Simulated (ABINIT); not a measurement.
# A GW chain in ABINIT: BaH2 (P6_3/mmc), part 3 of 3

How does a plane-wave GW calculation on BaH2 (P6_3/mmc) run from the first input to the gap?

ABINIT 10.8.3; PBEsol and many-body steps on it, plane waves. Known limits of the many-body steps: not at the basis limit; no spin-orbit coupling; coarse k mesh.

So far. Step 3 (Bands along the symmetry lines): The gap is 1.473 eV, as in the run before at this level. Step 4 (Empty states on the mesh, 3×3×2 mesh, 313 bands): On this mesh the gap is 1.473 eV.

### 5. Screening, 3×3×2 mesh, 285 bands, screening to 163.3 eV

The RPA dielectric matrix is built and inverted for each q.

This step: RPA screening on PBEsol, plane waves, norm-conserving pseudopotentials.

Contents of run.abi:

```
acell 3*1.0 Angstrom
rprim 
  4.462025052349 0.000000000014 0.000000000000
  -2.231012526186 3.864227047650 0.000000000000
  0.000000000000 0.000000000000 6.055292590000
ntypat 2
znucl 56 1
natom 6
typat 1 1 2 2 2 2
xred 
  0.666666666667 0.333333333333 0.750000000000
  0.333333333333 0.666666666667 0.250000000000
  0.333333333333 0.666666666667 0.750000000000
  0.666666666667 0.333333333333 0.250000000000
  -0.000000000000 -0.000000000000 0.500000000000
  -0.000000000000 -0.000000000000 0.000000000000
pp_dirpath "pseudos"
pseudos "Ba.upf, H.upf"
ecut 32
ngkpt 3 3 2
nshiftk 1
shiftk 0 0 0
kptopt 1
chksymbreak 0
istwfk *1
occopt 1
irdwfk 1
optdriver 3
nband 285
ecuteps 6
inclvkb 2
awtr 1
symchi 1
indata_prefix "in"
outdata_prefix "out"
tmpdata_prefix "tmp"
```

Run with:

```
$ OMP_NUM_THREADS=1 mpirun -n 8 abinit run.abi > log
```

Numbers of over 12 decimals in the logs are rounded to 6 here.

The log of the run:

```text
.Version 10.8.3 of ABINIT. v10.8.2 released Aug 2026.

 Symmetries : space group P6_3/m m c (#194); Bravais hP (primitive hexag.)
[... echo of the input left out ...]
== DATASET  1 ==================================================================
-   mpi_nproc: 8, omp_nthreads: 1 (-1 if OMP is not activated)

--- !DatasetInfo
iteration_state: {dtset: 1, }
dimensions: {natom: 6, nkpt: 6, mband: 285, nsppol: 1, nspinor: 1, nspden: 1, mpw: 6126, }
cutoff_energies: {ecut:  32.0, pawecutdg:  -1.0, }
electrons: {nelect:   2.40000000E+01, charge:   0.00000000E+00, occopt:   1.00000000E+00, tsmear:   1.00000000E-02, }

 SCREENING: Calculation of the susceptibility and dielectric matrices

 Based on a program developped by R.W. Godby, V. Olevano, G. Onida, and L. Reining.
 Incorporated in ABINIT by V. Olevano, G.-M. Rignanese, and M. Torrent.
.Using double precision arithmetic ; gwpc =  8

[... cell and pseudopotentials left out ...]
--------------------------------------------------------------------------------

 ==== K-mesh for the wavefunctions ====
 Number of points in the irreducible wedge :     6
[... list of points left out ...]
 Together with 24 symmetry operations and time-reversal symmetry
 yields    18 points in the full Brillouin Zone.

 ==== Q-mesh for the screening function ====
 Number of points in the irreducible wedge :     6
[... list of points left out ...]
 Together with 24 symmetry operations and time-reversal symmetry
 yields    18 points in the full Brillouin Zone.

 setmesh: FFT mesh size selected  =    36x   36x   48
          total number of points  =        62208

 vcoul_init : cutoff-mode = AUXILIARY_FUNCTION
 q-points for optical limit:   1
     1)      0.000010    0.000020    0.000030

- screening: taking advantage of time-reversal symmetry
- Maximum band index for partially occupied states nbvw = 12
- Remaining bands to be divided among processors   nbcw = 273
- Number of bands treated by each node ~34

 Number of electrons calculated from density =   24.0000; Expected =   24.0000
 average of density, n =  0.034063
 r_s =    1.9137
 omega_plasma =   17.8032 [eV]

 calculating chi0 at frequencies [eV] :
  1    0.000000E+00    0.000000E+00
  2    0.000000E+00    1.780320E+01

--------------------------------------------------------------------------------
  q-point number  1        q = ( 0.000000, 0.000000, 0.000000) [r.l.u.]
--------------------------------------------------------------------------------
[... chi0 elements left out ...]
 For q-point:  0.000010 0.000020 0.000030
  dielectric constant =   5.8421
  dielectric constant without local fields =   6.5045

  Average fulfillment of the sum rule on Im[epsilon] for q-point    1 :     98.45  [%]
[... wings left out ...]
  q-point number  2        q = ( 0.333333, 0.000000, 0.000000) [r.l.u.]
--------------------------------------------------------------------------------
[... chi0 elements left out ...]
  Average fulfillment of the sum rule on Im[epsilon] for q-point    2 :    101.34  [%]

 [... 4 further q-points ...]
```

Elapsed: 96 s, on 8 MPI ranks of Arm Neoverse N1, shared host; peak memory 3.3 GiB.

This step gave:

- ε∞ with local fields, on this mesh, along the program's q direction: 5.842
- the same without local fields: 6.505
- plasma frequency: 17.80 eV
- plane waves in the screening matrix: 493

Local fields lower ε∞ by 10 %. On a Γ-centred mesh this coarse the value itself is usually too large, while a short band sum pulls it down.

### 6. Self-energy, 3×3×2 mesh, 285 bands, screening to 163.3 eV

The self-energy is evaluated for the states that the input lists, and the levels follow from it, in one-shot runs by the linearised quasiparticle equation.

This step: G0W0 on PBEsol, plane waves, norm-conserving pseudopotentials.

run.abi: that of step 5 with these lines changed.

```diff
@@ -27,8 +27,17 @@
 irdwfk 1
-optdriver 3
+optdriver 4
 nband 285
+gwcalctyp 0
+ecutsigx 32
+symsigma 1
+nkptgw 2
+kptgw 
+  0.0000000000 0.0000000000 0.0000000000
+  0.3333333333 0.3333333333 0.5000000000
+bdgw 
+  11 14
+  11 14
 ecuteps 6
-inclvkb 2
-awtr 1
-symchi 1
+irdscr 1
+ppmodel 1
 indata_prefix "in"
```

The log of the run:

```text
.Version 10.8.3 of ABINIT. v10.8.2 released Aug 2026.

 Symmetries : space group P6_3/m m c (#194); Bravais hP (primitive hexag.)
[... echo of the input left out ...]
== DATASET  1 ==================================================================
-   mpi_nproc: 8, omp_nthreads: 1 (-1 if OMP is not activated)

--- !DatasetInfo
iteration_state: {dtset: 1, }
dimensions: {natom: 6, nkpt: 6, mband: 285, nsppol: 1, nspinor: 1, nspden: 1, mpw: 6126, }
cutoff_energies: {ecut:  32.0, pawecutdg:  -1.0, }
electrons: {nelect:   2.40000000E+01, charge:   0.00000000E+00, occopt:   1.00000000E+00, tsmear:   1.00000000E-02, }

 SIGMA: Calculation of the GW corrections

 Based on a program developped by R.W. Godby, V. Olevano, G. Onida, and L. Reining.
 Incorporated in ABINIT by V. Olevano, G.-M. Rignanese, and M. Torrent.
.Using double precision arithmetic ; gwpc =  8

[... cell and pseudopotentials left out ...]
--------------------------------------------------------------------------------

 ==== K-mesh for the wavefunctions ====
 Number of points in the irreducible wedge :     6
[... list of points left out ...]
 Together with 24 symmetry operations and time-reversal symmetry
 yields    18 points in the full Brillouin Zone.

 ==== Q-mesh for screening function ====
 Number of points in the irreducible wedge :     6
[... list of points left out ...]
 Together with 24 symmetry operations and time-reversal symmetry
 yields    18 points in the full Brillouin Zone.

 vcoul_init : cutoff-mode = AUXILIARY_FUNCTION
 q-points for optical limit:   1
     1)      0.000010    0.000020    0.000030
 setmesh: FFT mesh size selected  =    40x   40x   60
          total number of points  =        96000

 Number of electrons calculated from density =   24.0000; Expected =   24.0000
 average of density, n =  0.034063
 r_s =    1.9137
 omega_plasma =   17.8032 [eV]

 === KS Band Gaps ===
  >>>> For spin  1
   Minimum direct gap =   2.7256 [eV], located at k-point      :   0.0000  0.0000  0.0000
   Fundamental gap    =   1.4734 [eV], Top of valence bands at :   0.0000  0.0000  0.0000
                                       Bottom of conduction at :   0.3333  0.3333  0.5000
 SIGMA fundamental parameters:
 PLASMON POLE MODEL  1
 number of plane-waves for SigmaX                 6089
 number of plane-waves for SigmaC and W            493
 number of plane-waves for wavefunctions          6089
 number of bands                                   285
 number of independent spin polarizations            1
 number of spinorial components                      1
 number of k-points in IBZ                           6
 number of q-points in IBZ                           6
 number of symmetry operations                      24
 number of k-points in BZ                           18
 number of q-points in BZ                           18
 number of frequencies for dSigma/dE                 9
 frequency step for dSigma/dE [eV]                0.25
 number of omega for Sigma on real axis              0
 max omega for Sigma on real axis  [eV]           0.00
 zcut for avoiding poles [eV]                     0.10

 EPSILON^-1 parameters (SCR file):
 dimension of the eps^-1 matrix on file            493
 dimension of the eps^-1 matrix used               493
 number of plane-waves for wavefunctions          6089
 number of bands                                   285
 number of q-points in IBZ                           6
 number of frequencies                               2
 number of real frequencies                          1
 number of imag frequencies                          1

 matrix elements of self-energy operator (all in [eV])

 Perturbative Calculation

--- !SelfEnergy_ee
iteration_state: {dtset: 1, }
kpoint     : [   0.000,    0.000,    0.000, ]
spin       : 1
KS_gap     :    2.726
QP_gap     :    4.342
Delta_QP_KS:    1.617
data: !SigmaeeData |
     Band     E0 <VxcDFT>   SigX SigC(E0)      Z dSigC/dE  Sig(E)    E-E0       E
       11   3.623 -10.601 -13.543   1.602   0.771  -0.297 -11.634  -1.033   2.590
       12   4.131 -10.778 -13.538   1.421   0.774  -0.292 -11.814  -1.036   3.095
       13   6.857  -9.229  -4.726  -3.787   0.812  -0.231  -8.648   0.581   7.437
       14   6.857  -9.229  -4.726  -3.787   0.812  -0.231  -8.648   0.581   7.437

--- !SelfEnergy_ee
iteration_state: {dtset: 1, }
kpoint     : [   0.333,    0.333,    0.500, ]
spin       : 1
KS_gap     :    3.017
QP_gap     :    4.665
Delta_QP_KS:    1.648
data: !SigmaeeData |
     Band     E0 <VxcDFT>   SigX SigC(E0)      Z dSigC/dE  Sig(E)    E-E0       E
       11   2.587 -11.072 -14.405   1.896   0.773  -0.293 -12.184  -1.112   1.475
       12   2.587 -11.072 -14.405   1.896   0.773  -0.293 -12.184  -1.112   1.475
       13   5.605  -8.695  -4.279  -3.756   0.813  -0.230  -8.159   0.536   6.140
       14   5.605  -8.695  -4.279  -3.756   0.813  -0.230  -8.159   0.536   6.140

== END DATASET(S) ==============================================================
================================================================================

 -outvars: echo values of variables after computation  --------
           etotal      0.0000000000E+00
            nband         285
             nkpt           6
          spgroup         194
 [... the other variables as echoed above ...]

 Calculation completed.
```

It took 46 s on 8 MPI ranks; peak memory 3.3 GiB; 6.2 min of CPU time.

Numbers from this step:

- G0W0 gap on the points computed: 3.045 eV
- starting gap on the mesh: 1.473 eV
- k of the valence top: 0, 0, 0
- k of the conduction bottom: 0.3333, 0.3333, 0.5
- Z at the valence top: 0.774
- Z at the conduction bottom: 0.813
- least direct G0W0 gap on the computed points: 4.342 eV

The gap on the mesh goes from 1.47 eV to 3.04 eV, a correction of +1.57 eV.

Limits: finite bands, cutoff and mesh; no spin-orbit coupling; coarse k mesh. v1 is the top filled band, c1 the lowest empty one. Levels before and after the correction, in eV, zero at the valence-band top of each column:

```
           conduction bottom  valence top
Kohn-Sham               1.47         0.00
     G0W0               3.04         0.00
```

```
                             level  energy (eV)
Kohn-Sham                     Γ v2       -0.508
Kohn-Sham                     Γ v1        0.000
Kohn-Sham                  Γ c1-c2        2.725
Kohn-Sham  (0.333 0.333 0.5) v2-v1       -1.544
Kohn-Sham  (0.333 0.333 0.5) c1-c2        1.473
     G0W0                     Γ v2       -0.505
     G0W0                     Γ v1        0.000
     G0W0                  Γ c1-c2        4.342
     G0W0  (0.333 0.333 0.5) v2-v1       -1.620
     G0W0  (0.333 0.333 0.5) c1-c2        3.045
```

### 7. Where the time went

Times are wall times on 8 MPI ranks of Arm Neoverse N1, shared host, good to a factor of about two.

```
                          step     time  share  memory (GiB)
                  ground state     26 s    7 %          0.69
bands along the symmetry lines     38 s   10 %          0.65
      empty states on the mesh  3.1 min   47 %          0.87
                     screening     96 s   25 %           3.3
                   self-energy     46 s   12 %           3.3
```

### 8. What came out

```yaml
pbesol_gap: 1.47 eV, indirect
g0w0_gap_on_the_mesh: 3.04 eV
gw_settings: 3×3×2 mesh, 285 bands, screening to 163.3 eV, Godby-Needs plasmon pole
known_limits: not at the basis limit; no spin-orbit coupling; coarse k mesh
```

In words: G0W0 moves the gap on the mesh from 1.47 eV to 3.04 eV (+1.57 eV), with Z of 0.77 and 0.81 at the edges. Local fields lower the RPA ε∞ on this mesh from 6.50 to 5.84; a Γ-centred mesh this coarse tends to raise both, most where the direct gap is narrow, while a short band sum lowers them. Only 2 of the mesh's irreducible points were corrected, so a valley elsewhere could overtake. The dearest step here is «empty states on the mesh». Bands and cutoff are finite, so the gap is not at the basis limit. The miss can reach some tenths of an eV and take either sign; the mesh is an error of its own. In the G0W0 run levels were corrected at 2 k points alone, so a gap called «on the mesh» is the least over those, and an edge elsewhere would be missed. The 3×3×2 mesh is coarse for this cell, which bears on the long-range parts of exchange and screening. The many-body steps are scalar-relativistic: spin-orbit coupling is not in them.

[Paths, hosts, dates, memory and timing lines, banners, echoed tables and standing remarks are left out of the program output.]

[Logs are printed without paths, hosts, clocks, repeated set-up lines and the standing remarks that a program may print on its own settings, such as how far it seeks lower states.]

[Runs of the session that timed out or met a known fault of the program may be left out.]

[Hosts, paths, dates, database ids (printed as entryN), source tags and the programs' standing remarks are cut or masked in the printed files.]

[G0W0 gaps are taken among the corrected bands and points alone; a level outside them can change the order at an edge.]

[Where Ansatz stands beside ABINIT at settings called matched, ABINIT's density can come from a denser mesh and the files from another edition; pairs whose starting gaps differed by over 0.03 eV were left out, so agreement reads better than it is.]
